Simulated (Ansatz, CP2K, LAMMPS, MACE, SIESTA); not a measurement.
# CP2K on Ga2O3 with crystalline order left by the classical run (65 atoms): settings against a plane-wave reference

Wanted: CP2K inputs and outputs for Ga2O3 with crystalline order left by the classical run (65 atoms), checked against a plane-wave reference.

Method: the method is named at each step, in CP2K 2026.2.

### Step 1. Set-up

The cell holds 65 atoms: 26 Ga and 39 O. Cell: a = 8.770 Å, b = 8.770 Å, c = 8.770 Å, α = 90.0°, β = 90.0°, γ = 90.0°. 65 atoms (26 Fe, 39 O) placed at random at 4.44 g/cm³, melted at 5000 K for 10 ps at fixed volume with the Morse and Coulomb pair potential with partial charges (Pedone, Malavasi, Menziani, Cormack and Segre, J. Phys. Chem. B 110, 11780 (2006)). Quenched from 5000 K to 300 K at 100 K/ps and fixed volume, held 10 ps at zero pressure, then minimised at fixed cell. Then Fe was replaced by Ga and the cell scaled by 1.003 (the potential has no terms for the new elements, so the cell is a start for a DFT relaxation).

The yardstick, on the same geometry:

```
method                                           : Kohn-Sham DFT, PBE, PAW, plane waves (Ansatz 0.2.0); cutoff 420 eV, Γ point, fermi-dirac smearing of 0.05 eV; PAW set soft_2
r.m.s. force component                           : 0.3945 eV/Å
longest force                                    : 1.496 eV/Å
gap (highest filled to lowest empty level) : 0.9583 eV
SCF cycles                                       : 10
time                                             : 7.9 s on 8 threads of Arm Neoverse N1, shared host
CPU time                                         : 53 s
```

### Step 2. PBE, DZVP-MOLOPT-SR, 600/40 Ry, OT DIIS

Method: Kohn-Sham DFT, PBE, GTH-PBE pseudopotentials, Gaussian and plane waves, DZVP-MOLOPT-SR-GTH, orbital transformation.

File input.inp:

```
&GLOBAL
  PROJECT cell
  RUN_TYPE ENERGY_FORCE
  PRINT_LEVEL LOW
&END GLOBAL
&FORCE_EVAL
  METHOD QS
  &DFT
    BASIS_SET_FILE_NAME BASIS_MOLOPT
    POTENTIAL_FILE_NAME GTH_POTENTIALS
    &MGRID
      CUTOFF 600
      REL_CUTOFF 40
      NGRIDS 5
    &END MGRID
    &QS
      EPS_DEFAULT 1.0E-10
    &END QS
    &SCF
      SCF_GUESS ATOMIC
      EPS_SCF 1.0E-06
      MAX_SCF 30
      &OT
        MINIMIZER DIIS
        PRECONDITIONER FULL_ALL
        ENERGY_GAP 0.001
      &END OT
      &OUTER_SCF
        EPS_SCF 1.0E-06
        MAX_SCF 8
      &END OUTER_SCF
      &PRINT
        &RESTART OFF
        &END RESTART
      &END PRINT
    &END SCF
    &XC
      &XC_FUNCTIONAL PBE
      &END XC_FUNCTIONAL
    &END XC
    &PRINT
      &MULLIKEN ON
      &END MULLIKEN
      &HIRSHFELD ON
        SHAPE_FUNCTION DENSITY
      &END HIRSHFELD
      &MO_CUBES
        NHOMO 1
        NLUMO 4
        WRITE_CUBE F
      &END MO_CUBES
    &END PRINT
  &END DFT
  &SUBSYS
    &CELL
      A 8.76953 0.00000 0.00000
      B 0.00000 8.76953 0.00000
      C 0.00000 0.00000 8.76953
    &END CELL
    &TOPOLOGY
      COORD_FILE_NAME structure.xyz
      COORD_FILE_FORMAT XYZ
    &END TOPOLOGY
    &KIND Ga
      BASIS_SET DZVP-MOLOPT-SR-GTH-q13
      POTENTIAL GTH-PBE-q13
    &END KIND
    &KIND O
      BASIS_SET DZVP-MOLOPT-SR-GTH-q6
      POTENTIAL GTH-PBE-q6
    &END KIND
  &END SUBSYS
  &PRINT
    &FORCES ON
    &END FORCES
  &END PRINT
&END FORCE_EVAL
```

File structure.xyz:

```xyz
65

Ga 8.46111 6.84269 8.22240
Ga 1.78969 3.02996 1.60956
Ga 2.88851 8.46251 4.44387
Ga 7.53092 1.23878 8.05841
Ga 4.97487 2.22825 0.76084
Ga 2.82791 0.37025 1.67358
Ga 7.58012 2.17388 5.42641
Ga 5.28557 6.69738 5.23751
Ga 2.80046 5.63583 3.67592
Ga 5.08194 0.56055 6.33107
Ga 7.59424 3.16615 2.83203
Ga 4.81351 5.50718 7.86048
Ga 5.31749 1.18625 3.47344
Ga 8.61177 5.95451 2.72224
Ga 8.35245 7.97124 4.99793
Ga 2.62367 6.32459 0.79908
Ga 7.34282 4.87761 6.20435
Ga 4.88875 3.79808 4.68898
Ga 5.42308 8.06104 0.21652
Ga 1.83169 2.30823 4.43423
Ga 1.06269 3.26235 7.50759
Ga 8.09156 0.36227 2.03900
Ga 5.19305 4.96583 1.96648
Ga 1.80828 5.84314 6.19541
Ga 1.94771 0.22485 7.39526
Ga 7.37246 4.04591 0.17381
O 5.00188 0.44488 1.73198
O 5.27654 3.06898 2.73346
O 2.84159 5.32609 7.83628
O 7.44349 8.31755 0.29650
O 5.30443 3.97444 0.24037
O 3.13370 0.85038 6.14253
O 4.71406 6.43648 0.87423
O 1.07304 0.27308 4.57752
O 5.00135 8.42980 4.52131
O 4.85104 5.56602 3.68996
O 0.65868 1.38243 7.99009
O 0.84556 7.53101 6.87277
O 7.22162 4.86534 1.98419
O 0.71174 3.33347 3.11757
O 2.93718 3.97891 4.83762
O 3.08837 2.15134 0.57098
O 7.80392 7.60581 3.05908
O 2.85422 8.14689 0.03350
O 0.71849 6.49629 1.03454
O 7.34431 3.07126 7.26003
O 3.20535 1.44829 3.38381
O 3.16948 6.78174 5.35064
O 0.65868 2.64156 5.77272
O 7.34010 1.39892 3.58972
O 2.77450 7.44568 2.71864
O 7.19075 6.59241 5.47622
O 0.50574 3.78309 0.46593
O 5.43571 2.11916 5.27321
O 7.18891 3.91367 4.56349
O 1.03831 0.99131 1.86353
[... 5 atom lines left out ...]
O 7.21969 2.16949 1.09987
O 5.07615 7.46822 7.14243
O 7.35299 0.45549 6.23987
O 0.34280 4.99986 6.92924
```

Run with:

```bash
OMP_NUM_THREADS=1 mpirun -np 4 cp2k.psmp -i input.inp > output.txt
```

Numbers of over 12 decimals in the logs are rounded to 6 here.

The program printed:

```text
CP2K| version string:                                       CP2K version 2026.2
 CP2K| Input file name                                                 input.inp
 GLOBAL| Basis set file name                                        BASIS_MOLOPT
 GLOBAL| Potential file name                                      GTH_POTENTIALS
 GLOBAL| Run type                                                   ENERGY_FORCE
 GLOBAL| Total number of message passing processes                             4
 GLOBAL| Number of threads for this process                                    1
 TOTAL NUMBERS AND MAXIMUM NUMBERS
  Total number of            - Atomic kinds:                                   2
                             - Atoms:                                         65
                             - Shell sets:                                    65
                             - Shells:                                       377
                             - Primitive Cartesian functions:                351
                             - Cartesian basis functions:                   1326
                             - Spherical basis functions:                   1157
  Maximum angular momentum of- Orbital basis functions:                        3
                             - Local part of the GTH pseudopotential:          2
                             - Non-local part of the GTH pseudopotential:      4
 SCF PARAMETERS         Density guess:                                    ATOMIC
                        max_scf:                                              30
                        eps_scf:                                        1.00E-06
                        Outer loop SCF in use
                        eps_scf                                         1.00E-06
                        max_scf                                                8
 Extrapolation method: initial_guess
 Number of electrons:                                                        572
[... lines left out ...]
  Step     Update method      Time    Convergence         Total energy    Change
[... lines left out ...]
  Exchange-correlation energy:                               -405.490414
  Total energy:                                             -2565.216906
  outer SCF iter =    1 RMS gradient =   0.73E-03 energy =      -2565.2169059320
  ----------------------------------- OT ---------------------------------------
  Minimizer      : DIIS                : direct inversion
                                         in the iterative subspace
                                         using   7 DIIS vectors
                                         safer DIIS on
  Preconditioner : FULL_ALL            : diagonalization, state selective
  Precond_solver : DEFAULT
  stepsize       :    0.15000000                  energy_gap     :    0.00100000
  eps_taylor     :   0.10000E-15                  max_taylor     :             4
  ----------------------------------- OT ---------------------------------------
  Step     Update method      Time    Convergence         Total energy    Change
[...]
15 OT DIIS     0.15E+00    5.5     0.00000123     -2565.7042475865 -2.00E-08
    16 OT DIIS     0.15E+00    5.5     0.00000060     -2565.7042476020 -1.54E-08
  *** SCF run converged in    16 steps ***
  Electronic density on regular grids:       -571.9999999656        0.0000000344
  Core density on regular grids:              571.9999999687       -0.0000000313
  Total charge density on r-space grids:        0.0000000031
  Total charge density g-space grids:           0.0000000031
  Overlap energy of the core charge distribution:               1.13939e-07
  Self energy of the core charge distribution:              -4149.163944
  Core Hamiltonian energy:                                   1230.567908
  Hartree energy:                                             758.522599
  Exchange-correlation energy:                               -405.630811
  Total energy:                                             -2565.704248
  outer SCF iter =    2 RMS gradient =   0.60E-06 energy =      -2565.7042476020
  outer SCF loop converged in   2 iterations or   46 steps
 !-----------------------------------------------------------------------------!
                     Mulliken Population Analysis
 #  Atom  Element  Kind  Atomic population                           Net charge
       1     Ga       1         12.093076                              0.906924
       2     Ga       1         12.161297                              0.838703
       3     Ga       1         12.179713                              0.820287
[...]
64     O        2          6.578775                             -0.578775
      65     O        2          6.520944                             -0.520944
 # Total charge                            572.000000                  0.000000
 !-----------------------------------------------------------------------------!
 !-----------------------------------------------------------------------------!
                           Hirshfeld Charges
  #Atom  Element  Kind  Ref Charge     Population                    Net charge
      1       Ga     1      13.000         12.493                         0.507
      2       Ga     1      13.000         12.539                         0.461
      3       Ga     1      13.000         12.570                         0.430
[...]
64       O      2       6.000          6.309                        -0.309
     65       O      2       6.000          6.299                        -0.299
  Total Charge                                                           -0.000
 !-----------------------------------------------------------------------------!
  Eigenvalues of the occupied subspace spin            1
      -0.53067530     -0.50956862     -0.50651260     -0.50504142
      -0.50031344     -0.49205326     -0.48973922     -0.48823170
      -0.48570843     -0.48197877     -0.47789466     -0.47455800
[...]
0.18203982      0.18597953      0.19235568      0.19257385
       0.20153998      0.22056543
 Fermi Energy [eV] :    6.001891
  Using OT eigensolver for additional unoccupied orbitals spin            1
  Lowest Eigenvalues of the unoccupied subspace spin            1
 OT| Eigensolver reached convergence in 249 iterations
       0.25262287      0.32334659      0.35694007      0.36398377
 HOMO - LUMO gap [eV] :    0.872327
 ENERGY| Total FORCE_EVAL ( QS ) energy [hartree]          -2565.704248
 FORCES| Atomic forces [hartree/bohr]
 FORCES|   Atom     x               y               z               |f|
 FORCES|      1  1.70051158E-02  2.85143089E-03  1.36965514E-02   2.20204483E-02
 FORCES|      2 -9.90647543E-03 -3.00228459E-03 -4.01748550E-03   1.11037002E-02
 FORCES|      3 -1.58979634E-02  5.02492404E-03 -3.03510507E-03   1.69471816E-02
[...]
FORCES|     64 -1.06153136E-02  3.90313391E-03 -7.93915716E-03   1.38184497E-02
 FORCES|     65  4.18115497E-03 -9.27970181E-04 -1.09806818E-03   4.42141824E-03
 FORCES| Sum     8.91144503E-04 -9.92454714E-03  4.17189971E-04
 FORCES| Total atomic force                                       9.97320520E-03
```

Wall time 4.6 min (4 MPI ranks of Arm Neoverse N1, shared host); peak memory 2.8 GiB.

Banners, paths, timers and routine set-up lines are dropped from the logs unmarked, and long logs keep their key lines alone; longer cuts are marked.

Against the reference:

* r.m.s. force component: 0.3971 eV/Å
* r.m.s. difference of force components: 73.59 meV/Å
* longest difference of force vectors: 283.7 meV/Å
* force difference over r.m.s. force: 18.65 %
* slope of forces against the reference's: 0.9891
* correlation of force components: 0.9828
* gap (highest filled to lowest empty level): 0.8723 eV
* gap difference: -0.086 eV

Length of the force difference by element (eV/Å):

| element | atoms | mean | most |
| --- | --- | --- | --- |
| Ga | 26 | 0.15 | 0.28 |
| O | 39 | 0.098 | 0.20 |

A closer look about Ga14, which bears the longest force: 9 atoms, nearest first, numbered in the order of the input, with positions taken from that point.

| atom | x | y | z | distance (Å) | bonds | Hirshfeld charge (e) | Fx | Fy | Fz (eV/Å) |
| --- | --- | --- | --- | --- | --- | --- | --- | --- | --- |
| Ga14 | 0.00 | 0.00 | 0.00 | 0.00 | 4 | 0.53 | 0.89 | 0.97 | -0.30 |
| O43 | -0.81 | 1.65 | 0.34 | 1.87 | 3 | -0.34 | -0.41 | 0.03 | 0.61 |
| O58 | 1.12 | 0.04 | 1.54 | 1.90 | 3 | -0.33 | -0.21 | -0.34 | -0.34 |
| O39 | -1.39 | -1.09 | -0.74 | 1.91 | 4 | -0.27 | -0.06 | 0.18 | 0.18 |
| O45 | 0.88 | 0.54 | -1.69 | 1.98 | 3 | -0.33 | -0.40 | -0.18 | 0.01 |
| O40 | 0.87 | -2.62 | 0.40 | 2.79 | 3 | -0.32 | 0.27 | -0.06 | 0.13 |
| Ga11 | -1.02 | -2.79 | 0.11 | 2.97 | 6 | 0.44 | -0.01 | -0.63 | 0.01 |
| Ga15 | -0.26 | 2.02 | 2.28 | 3.05 | 5 | 0.49 | 0.78 | 0.20 | -0.28 |
| O55 | -1.42 | -2.04 | 1.84 | 3.10 | 4 | -0.32 | -0.26 | -0.34 | 0.53 |

Forces lie 19 % from the reference's, at 21 times its CPU time (on 4 against 8 cores).

The forces add up to 0.51 eV/Å instead of zero, usually a sign of too coarse a grid.

[end of part 1 of 2]

[Also dropped from logs without a mark: logging warnings of Python, and SIESTA's first energy breakdown and zero terms.]

[Logs are printed without paths, hosts, clocks, repeated set-up lines and the standing remarks that a program may print on its own settings, such as how far it seeks lower states.]

[Hosts, paths, dates, database ids (printed as entryN), source tags and the programs' standing remarks are cut or masked in the printed files.]
